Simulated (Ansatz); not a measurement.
# 1T-SrClBr monolayer in a perpendicular field, part 2 of 2

What dipole does a perpendicular field induce in the 1T-SrClBr monolayer, and does the gap follow? A positive field points along +c.

Ansatz 0.2.0; plane-wave DFT, PBE-D3(BJ), Ansatz PAW.

So far, gap on the k-mesh (eV): step 2 (relaxation) 5.37.

**3. Atoms held, field 0, start network**

A sawtooth potential applies the field, turning back in the middle of the vacuum. With the dipole correction the typed value is the field outside the slab. The induced dipole is small, so the SCF threshold is tight.

The cell differs from the one that the last finished run ended in (c 38.170 → 21.007 Å).

input.yaml reads:

```yaml
crystal:
  lattice:
    - [4.4590750459, 0.0, 0.0]
    - [-2.2295375229, 3.8616722671, 0.0]
    - [0.0, 0.0, 21.0068819379]
  atoms:
    - { symbol: Br, position: [0.6666666667, 0.3333333333, 0.4284310269] }
    - { symbol: Sr, position: [0.0, 0.0, 0.5061844179] }
    - { symbol: Cl, position: [0.3333333333, 0.6666666667, 0.5715689731] }
kpoints:
  mp_grid: { grid: [12, 12, 1] }
  band_path:
    path: [[0, 0, 0], [0.5, 0, 0], [0.33333333, 0.33333333, 0], [0, 0, 0]]
    npoints: 16
hamiltonian:
  xc: pbe
  dispersion: d3bj
scf:
  occupations: { method: fermi_dirac, width: 0.02585 }
  convergence: { dr2_threshold: 1.0e-10 }
efield:
  axis: 3
  dipole_correction: true
  ramp_position: 0.97
  ramp_width: 0.06
  amplitude: 0
output:
  dos: { projected: true, e_range: [-6, 5] }
  write_potential: true
  write_density: true
  volumetric_format: npy
  elf: true
```

Command:

```console
$ ansatz run input.yaml --threads 2 --pin off --max-ram 3072MiB --backend cpu --events-out ev --progress --plain --runs-dir out
```

Numbers of over 12 decimals in the logs are rounded to 6 here.

Log:

```text
[...]
Crystal: 3 atoms, lattice volume = 361.728 Å³
Basis set: ecut = 420 eV, 7097 PW (Γ)
Bands: 16, of which v1, the nominal top of the filled ones, is band 12 counted from 1 (11 counted from 0)
Symmetry: 6 space group operations
[...]
k-points: 19 of 144 (time reversal used)
[...]
SCF iter   1: F=—  HF=-7414.184017 eV  |F-HF|=—  |Δ(HF+E_count)|=         —  Δρ=3.83e-4  dr2=1.71e-3  ethr=1.77e-3  p=0.035 e·Å  D=1.74e-2 V/Å  ΔV_dip=-0.36 eV  dr2_dipole=5.07e-5  V_vac-E_F(+/−)=4.69/5.06 eV  ⟨swp⟩=13.9  Hψ=3139  notcnv=0
efield: sawtooth ramp at fractional position 0.9700 (set: `efield.ramp_position`, or a place that a band, a saddle search or an elastic batch's reference lends), width 0.0600; the density the first Hamiltonian is built on has a dipole p = 0.035 e·Å; the dipole correction subtracts the counter field D = 1.74e-2 V/Å, which shifts the + side's vacuum level by -0.36 eV against the − side's; the planar-averaged density in the ramp window peaks in size at 4.7e-6 e/Å³
[...]
SCF iter   2: F=—  HF=-7414.185480 eV  |F-HF|=—  |Δ(HF+E_count)|=   1.46e-3  Δρ=2.81e-4  dr2=8.80e-4  ethr=7.14e-6  p=0.040 e·Å  D=1.99e-2 V/Å  ΔV_dip=-0.42 eV  dr2_dipole=1.33e-5  V_vac-E_F(+/−)=4.71/5.13 eV  ⟨swp⟩=3.3  Hψ=883  notcnv=0
[...]
SCF iter  10: F=-7414.185672 eV  HF=-7414.185672 eV  |F-HF|=9.09e-12  |Δ(HF+E_count)|=  2.64e-11  Δρ=2.37e-8  dr2=2.16e-12  ethr=1.00e-12  p=0.037 e·Å  D=1.87e-2 V/Å  ΔV_dip=-0.39 eV  dr2_dipole=1.83e-14  V_vac-E_F(+/−)=4.74/5.13 eV  ⟨swp⟩=4.8  Hψ=988  notcnv=0
SCF 1 converged in 10 iterations: F = -7414.185672 eV  dr2 = 2.16e-12
[...]
NSCF: frozen V_eff on 49 k-points
efield: sawtooth ramp at fractional position 0.9700 (kept from the solve that this one continues, or follows in the run), width 0.0600; the density the first Hamiltonian is built on has a dipole p = 0.037 e·Å; the dipole correction subtracts the counter field D = 1.87e-2 V/Å, which shifts the + side's vacuum level by -0.39 eV against the − side's; the planar-averaged density in the ramp window peaks in size at 1.9e-7 e/Å³
[...]
SCF converged after 10 iterations
Free energy (F): -7414.185672 eV
[...]
Internal energy: -7414.185672 eV  (E = F + TS)
E sigma→0 (E₀):  -7414.185672 eV
Fermi energy:    -2.279187 eV
Dipole field:    D = 0.018689 V/Å  (p = 0.037360 e·Å, saw-weighted, corrected)
Work function:   Φ+ = 4.7363 eV   Φ− = 5.1289 eV
Levels:          The Fermi level and band energies are counted from a zero that moves with the ramp; work functions are not
[...]
--- Band table (eV; the first three rows and the last of 19) ---
  k-point 0: bands = [... 8 lower, -6.1980, -5.1538, -4.9997, -4.9997, 0.3723, 1.4671, 1.4671, 1.7149]
  k-point 1: bands = [... 8 lower, -6.1892, -5.1592, -5.0512, -5.0205, 0.5249, 1.3523, 1.5492, 1.7543]
  k-point 2: bands = [... 8 lower, -6.1661, -5.3126, -5.0749, -5.0470, 0.8562, 1.2458, 1.7805, 1.8312]
  k-point 18: bands = [... 8 lower, -6.0681, -5.5607, -5.4264, -5.2502, 1.6202, 1.6404, 2.0174, 3.2915]
```

Elapsed: 31 s, on 2 threads of AMD EPYC (Zen 3), shared host; peak memory 0.54 GiB.

In the SCF lines HF is the Harris–Foulkes energy and dr2 the Hartree energy of the density residual, in eV; the loop may stop once dr2 is under the threshold and the program's other checks hold. Hψ counts applications of the Hamiltonian.

Numbers from this step:

```
dipole along the normal            : 0.03736 e·Å
gap along the path                 : 5.372 eV
smallest direct gap along the path : 5.372 eV
step between the vacuum levels     : -0.3926 eV
ionisation energy, upper face      : 7.457 eV
electron affinity, upper face      : 2.085 eV
ionisation energy, lower face      : 7.849 eV
gap, the smaller of path and mesh  : 5.372 eV
```

Running mean over a fixed 2.8 Å (it still follows the layers) of the planar mean; the ramp of the sawtooth is left out. Table of electron's electrostatic potential energy less the Fermi level by z:

z (Å), electron's electrostatic potential energy less the Fermi level (eV) and a bar from the least value:
```
      3.0       5.13 ##############################
      3.5       5.13 ##############################
      4.0       5.13 ##############################
      4.5       5.13 ##############################
      5.0       5.13 ##############################
      5.5       5.12 ##############################
      6.0       5.11 ##############################
      6.5       5.01 ##############################
      7.0       4.57 #############################
      7.5       3.05 #########################
      8.0       1.06 ####################
      8.5      -0.48 ################
      9.0      -2.49 ##########
      9.5      -5.32 ###
     10.0      -6.57 
     10.5      -6.40 
     11.0      -6.07 #
     11.5      -5.28 ###
     12.0      -2.83 ##########
     12.5      -0.16 ################
     13.0       1.55 #####################
     13.5       3.16 #########################
     14.0       4.31 ############################
     14.5       4.65 #############################
     15.0       4.72 #############################
     15.5       4.73 #############################
     16.0       4.74 #############################
     16.5       4.74 #############################
     17.0       4.74 #############################
     17.5       4.74 #############################
     18.0       4.74 #############################
```

The density of states has structure finer than the step of the table below, so its rows give means over 0.25 eV, whole bins alone (the curve runs from -6 to 3.68 eV). Peaks (eV: height): -4.260: 12.7, -4.150: 14.8, -3.790: 30.6, -3.270: 50.6, -2.910: 23.7, -2.770: 20.7, 3.620: 6.53.

Density of states against energy, zero at the Fermi level of the run, which the smearing sets inside the gap; means over each step:

energy (eV), density of states (states/eV a cell) and a bar:
```
    -4.75        0.0 
    -4.50        1.2 ###
    -4.25        7.1 ####################
    -4.00        8.7 #########################
    -3.75        7.9 #######################
    -3.50        0.0 
    -3.25        7.7 ######################
    -3.00       10.5 ##############################
    -2.75        6.3 ##################
    -2.50        0.0 
    -2.25        0.0 
    -2.00        0.0 
    -1.75        0.0 
    -1.50        0.0 
    -1.25        0.0 
    -1.00        0.0 
    -0.75        0.0 
    -0.50        0.0 
    -0.25        0.0 
     0.00        0.0 
     0.25        0.0 
     0.50        0.0 
     0.75        0.0 
     1.00        0.0 
     1.25        0.0 
     1.50        0.0 
     1.75        0.0 
     2.00        0.0 
     2.25        0.0 
     2.50        0.0 
     2.75        0.3 #
     3.00        2.3 #######
     3.25        3.5 ##########
     3.50        2.9 ########
```

Projected DOS per atom over height of the atomic layer and energy from the Fermi level. Layers: Br Sr Cl from below.

Values in states/eV, 22 rows by 3 columns, each cell a mean:
```
0.1 0.2 0.0
0.1 0.4 0.1
0.0 0.1 0.0
0.0 0.0 0.0
0.0 0.0 0.0
0.0 0.0 0.0
0.0 0.0 0.0
0.0 0.0 0.0
0.0 0.0 0.0
0.0 0.0 0.0
0.0 0.0 0.0
0.0 0.0 0.0
0.0 0.0 0.0
0.0 0.0 0.0
4.2 0.0 0.8
6.9 0.1 1.3
0.2 0.0 1.1
1.3 0.2 7.8
0.4 0.3 2.0
0.0 0.0 0.0
0.0 0.0 0.0
0.0 0.0 0.0
```
Columns: height of the atomic layer (Å) from 9 to 12.0 (not evenly spaced); rows upwards: energy from the Fermi level (eV) from -5.96 to 3.67.

Electronic bands along the path, in eV, zero at the Fermi level of the run, which the smearing sets inside the gap:

```tsv
point	band 9	band 10	band 11	band 12	band 13	band 14	band 15	band 16
Γ	-3.92	-2.87	-2.72	-2.72	2.65	3.75	3.75	3.99
halfway	-3.86	-3.21	-2.86	-2.77	3.16	3.83	4.32	4.40
M	-3.81	-3.28	-2.98	-2.92	2.92	4.54	4.99	5.28
halfway	-3.77	-3.26	-3.11	-2.93	3.27	4.31	4.59	5.57
K	-3.79	-3.28	-3.15	-2.97	3.90	3.92	4.30	5.57
halfway	-3.86	-3.25	-2.94	-2.77	3.43	3.75	4.14	4.46
Γ	-3.92	-2.87	-2.72	-2.72	2.65	3.75	3.75	3.99
```

The electronic bands as a text plot (rows in eV, shown from -4.5 to 4.0 only):

```
    3.8 |++++++  ++++                  +++++++++++++++    +++++++
    3.5 |   +++++                   +++        ++++++++++++++
    3.1 |    +++++++++++++     +++++                     +++
    2.8 |++++             +++++                             +++++
    2.4 |
    2.1 |
    1.7 |
    1.4 |
    1.0 |
    0.6 |
    0.3 |
   -0.1 |
   -0.4 |
   -0.8 |
   -1.1 |
   -1.5 |
   -1.8 |
   -2.2 |
   -2.5 |
   -2.9 |********************************************************
   -3.2 |       ******************************************
   -3.6 |
   -3.9 |********************************************************
   -4.3 |********************************************************
         Γ                   M           K                      Γ
```

ELF in the ca plane at fractional y = 0.000, with atoms of Sr within 0.2 Å of it. It is the smooth field of the valence electrons, not physical close to the nuclei.

Ten even steps from '0' (0.00) to '9' (0.85), each cell a mean:
```
00000000000000000000039946982000000000000000
00000000000000000000016999940000000000000000
00000000000000000123211466310111000000000000
00000000000000002456641010024543100000000000
00000000000000013578874100257764210000000000
00000000000000024688886201478875310000000000
00000000000000024678886201368765310000000000
00000000000000013567763000136653200000000000
00000000000000001245421233102332000000000000
00000000000000000011003899720000000000000000
00000000000000000000028988971000000000000000
00000000000000000000049813993000000000000000
```
Columns run along c (16.0 Å, from fractional 0.09 to 0.85 of the cell), rows up along a (4.5 Å). Atoms in or near the plane, at fractional coordinates: Sr at (0.51, 0.00).

Electrostatic potential energy in the ca plane at fractional y = 0.000, with atoms of Sr within 0.2 Å of it. With pseudopotentials it is smooth inside the atoms' cores, unlike the true potential.

Values in eV, 7 rows by 16 columns, each cell a mean:
```
  3   3   3   3   3   3   2  -3 -27 -28  -4   1   2   2   3   3
  3   3   3   3   3   3   2  -1 -10 -11  -1   2   2   3   3   3
  3   3   3   3   3   3   2   0  -1  -1   0   2   3   3   3   3
  3   3   3   3   3   3   2   0   0   0   0   2   3   3   3   3
  3   3   3   3   3   3   2   0  -3  -3   0   2   2   3   3   3
  3   3   3   3   3   3   2  -2 -16 -17  -2   2   2   3   3   3
  3   3   3   3   3   3   2  -4 -28 -29  -5   1   2   2   3   3
```
Columns run along c (16.0 Å, from fractional 0.09 to 0.85 of the cell; values clipped at the 3rd and 97th percentile), rows up along a (4.5 Å). Atoms in or near the plane, at fractional coordinates: Sr at (0.51, 0.00).

Valence density in the ca plane at fractional y = 0.000, with atoms of Sr within 0.2 Å of it. It is the smooth field of the valence electrons, not physical close to the nuclei.

Ten steps, logarithmic in the rise over the least value, from '0' (0.0 e/Å³) to '9' (2.5 e/Å³), each cell a mean:
```
00000000000000000000148999963100000000000000
00000000000000000011236899852100000000000000
00000000000000000112234566532110000000000000
00000000000000000123333333333221000000000000
00000000000000001234443222334321000000000000
00000000000000001234443222344432100000000000
00000000000000001234443222344332100000000000
00000000000000001233433222333321000000000000
00000000000000000122333454432211000000000000
00000000000000000011235788642110000000000000
00000000000000000001147999863100000000000000
00000000000000000000248999973100000000000000
```
Columns run along c (16.0 Å, from fractional 0.09 to 0.85 of the cell), rows up along a (4.5 Å). Atoms in or near the plane, at fractional coordinates: Sr at (0.51, 0.00).

The gap is 5.37 eV, with the valence edge 7.46 eV and the conduction edge 2.08 eV under the upper vacuum level.

**4. Single point, field 0.1 V/Å**

Edit input.yaml of step 3 so:

```diff
@@ -23,7 +23,6 @@
   dipole_correction: true
-  ramp_position: 0.97
-  ramp_width: 0.06
-  amplitude: 0
+  ramp_position: 0.9286
+  ramp_width: 0.1428
+  amplitude: 0.1
 output:
-  dos: { projected: true, e_range: [-6, 5] }
   write_potential: true
@@ -31,2 +30 @@
   volumetric_format: npy
-  elf: true
```

Log:

```text
[...]
Crystal: 3 atoms, lattice volume = 361.728 Å³
Basis set: ecut = 420 eV, 7097 PW (Γ)
Bands: 16, of which v1, the nominal top of the filled ones, is band 12 counted from 1 (11 counted from 0)
Symmetry: 6 space group operations
[...]
k-points: 19 of 144 (time reversal used)
[...]
--- Band table (eV; the first three rows and the last of 19) ---
  k-point 0: bands = [... 8 lower, -6.1721, -5.1776, -5.0360, -5.0360, 0.3765, 1.4632, 1.4632, 1.7273]
  k-point 1: bands = [... 8 lower, -6.1627, -5.1879, -5.0832, -5.0573, 0.5317, 1.3478, 1.5453, 1.7547]
  k-point 2: bands = [... 8 lower, -6.1381, -5.3509, -5.1132, -5.0716, 0.8661, 1.2500, 1.7768, 1.8041]
  k-point 18: bands = [... 8 lower, -6.0610, -5.5746, -5.4590, -5.2979, 1.6235, 1.6447, 2.0076, 3.2772]
[key lines of the parts left out:]
SCF converged after 11 iterations
Free energy (F): -7414.191218 eV
Fermi energy:    -2.292001 eV
Dipole field:    D = 0.036804 V/Å  (p = 0.073573 e·Å, saw-weighted, corrected)
```

The job ended after 32 s (2 threads; peak memory 0.54 GiB).

The dipole is 0.0736 e·Å, 0.0362 e·Å from its value without field, and the gap 5.412 eV.

**5. Single point, field -0.1 V/Å**

Edit input.yaml of step 4 so:

```diff
@@ -25,3 +25,3 @@
   ramp_width: 0.1428
-  amplitude: 0.1
+  amplitude: -0.1
 output:
```

Log:

```text
[...]
Crystal: 3 atoms, lattice volume = 361.728 Å³
Basis set: ecut = 420 eV, 7097 PW (Γ)
Bands: 16, of which v1, the nominal top of the filled ones, is band 12 counted from 1 (11 counted from 0)
Symmetry: 6 space group operations
[...]
k-points: 19 of 144 (time reversal used)
[...]
--- Band table (eV; the first three rows and the last of 19) ---
  k-point 0: bands = [... 8 lower, -6.2258, -5.1286, -4.9631, -4.9631, 0.3543, 1.4702, 1.4702, 1.6553]
  k-point 1: bands = [... 8 lower, -6.2175, -5.1301, -5.0180, -4.9834, 0.5026, 1.3559, 1.5522, 1.7077]
  k-point 2: bands = [... 8 lower, -6.1959, -5.2738, -5.0363, -5.0212, 0.8299, 1.2348, 1.7834, 1.8344]
  k-point 18: bands = [... 8 lower, -6.0827, -5.5410, -5.3926, -5.2032, 1.6155, 1.6331, 2.0261, 3.3012]
[key lines of the parts left out:]
SCF converged after 10 iterations
Free energy (F): -7414.183746 eV
Fermi energy:    -2.272378 eV
Dipole field:    D = 0.000574 V/Å  (p = 0.001147 e·Å, saw-weighted, corrected)
```

Run time: 33 s. Hardware: 2 threads; peak memory 0.53 GiB; 61 s of CPU time.

The dipole is 0.00115 e·Å, -0.0362 e·Å from its value without field, and the gap 5.317 eV.

**6. Response, atoms held**

This step: plane-wave DFT, PBE-D3(BJ), Ansatz PAW; response to a field along the normal, atoms held (Ansatz 0.2.0).

The dipoles give the slope, and the difference of two potentials shows where the field is screened.

Numbers from this step:

| Property | Result |
| --- | --- |
| equivalent conductor thickness p/(ε₀AE) | 3.805 Å |
| distance between the outer atoms | 3.007 Å |

The dipole of the cell by applied field:

```tsv
applied field (V/Å)	dipole of the cell (e·Å)
-0.1000	0.00115
0.0000	0.0374
0.1000	0.0736
```

Local field over the applied field, running mean. From the potentials at -0.1 and 0.1 V/Å; running mean over 2.5 Å. Table of local field over applied field by z:

z (Å), local field over applied field and a bar from the least value:
```
      4.5      0.999 ##############################
      5.0      0.998 ##############################
      5.5      0.993 ##############################
      6.0      0.979 #############################
      6.5      0.940 ############################
      7.0      0.855 ########################
      7.5      0.721 ##################
      8.0      0.569 ############
      8.5      0.426 ######
      9.0      0.321 ##
      9.5      0.274 
     10.0      0.274 
     10.5      0.286 #
     11.0      0.304 #
     11.5      0.332 ##
     12.0      0.394 #####
     12.5      0.500 #########
     13.0      0.634 ###############
     13.5      0.770 #####################
     14.0      0.886 #########################
     14.5      0.955 ############################
     15.0      0.985 #############################
     15.5      0.995 ##############################
     16.0      0.999 ##############################
     16.5      1.000 ##############################
```

Electrons, planar mean, per unit field. The induced electron density by z:

```tsv
z (Å)	induced electron density (e/Å³ per V/Å)
4.08	6.3e-7
4.52	2.0e-6
4.96	6.3e-6
5.40	2.0e-5
5.84	5.9e-5
6.27	1.7e-4
6.71	4.4e-4
7.15	0.00107
7.59	0.00223
8.02	0.00325
8.46	0.00214
8.90	6.5e-4
9.34	5.5e-6
9.77	-9.3e-4
10.21	-8.2e-4
10.80	3.9e-4
11.23	5.8e-4
11.67	-1.2e-4
12.11	-8.4e-4
12.55	-0.00222
12.98	-0.00290
13.42	-0.00178
13.86	-8.1e-4
14.30	-3.2e-4
14.73	-1.2e-4
15.17	-4.0e-5
15.61	-1.3e-5
16.05	-4.2e-6
16.48	-1.3e-6
16.92	-4.1e-7
```

The smaller of the gaps on the path and on the k-mesh, counted as 0 under 0.03 eV; in a wide-gap layer a fall can come from a state in the tilted vacuum. The gap by applied field:

```tsv
applied field (V/Å)	gap (eV)
-0.1000	5.32
0.0000	5.37
0.1000	5.41
```

By hand: between -0.1 and 0.1 V/Å the dipole changes by 0.07243 e·Å, a slope of 0.3621 e·Å²/V. A perfect conductor of thickness t has p = ε₀AEt, so t = 180.95 × 0.3621 / 17.219 = 3.81 Å (e/ε₀ = 180.95 V·Å, A in Å²).

The induced dipole is that of a conductor 3.81 Å thick.

**7. Outcome**

* gap without field: 5.37 eV
* ionisation energy, upper face: 7.46 eV
* electron affinity, upper face: 2.08 eV
* step between the vacuum levels: -0.393 eV
* equivalent conductor thickness, atoms held: 3.81 Å

The induced dipole equals that of a perfect conductor 3.81 Å thick, while the outer atoms lie 3.01 Å apart; an out-of-plane ε follows only once a thickness t is chosen, by 1 − 1/ε = 3.81 Å / t. The two faces differ: the vacuum level above lies 0.39 eV lower than the one below. The gap goes from 5.37 eV to 5.32 eV at -0.1 V/Å. In a field the lowest empty level of a wide-gap layer can be a state in the vacuum, whose place depends on the cell. Semilocal functionals give gaps that are too small, and excitons are not included. Spin-orbit coupling is left out.

[Logs are printed without paths, hosts, clocks, repeated set-up lines and the standing remarks that a program may print on its own settings, such as how far it seeks lower states.]

[Hosts, paths, dates, database ids (printed as entryN), source tags and the programs' standing remarks are cut or masked in the printed files.]

[Maps of the electrostatic potential energy from Ansatz leave out the sawtooth potential of an applied field or a dipole correction, so their vacuum need not be flat; planar profiles and work functions include it.]

[The density of states shown here was stored with 400 of the rows of the run's finer table, so its peaks can read low, often by over a quarter, or be missed, and its means over a window can be off by a tenth or more.]
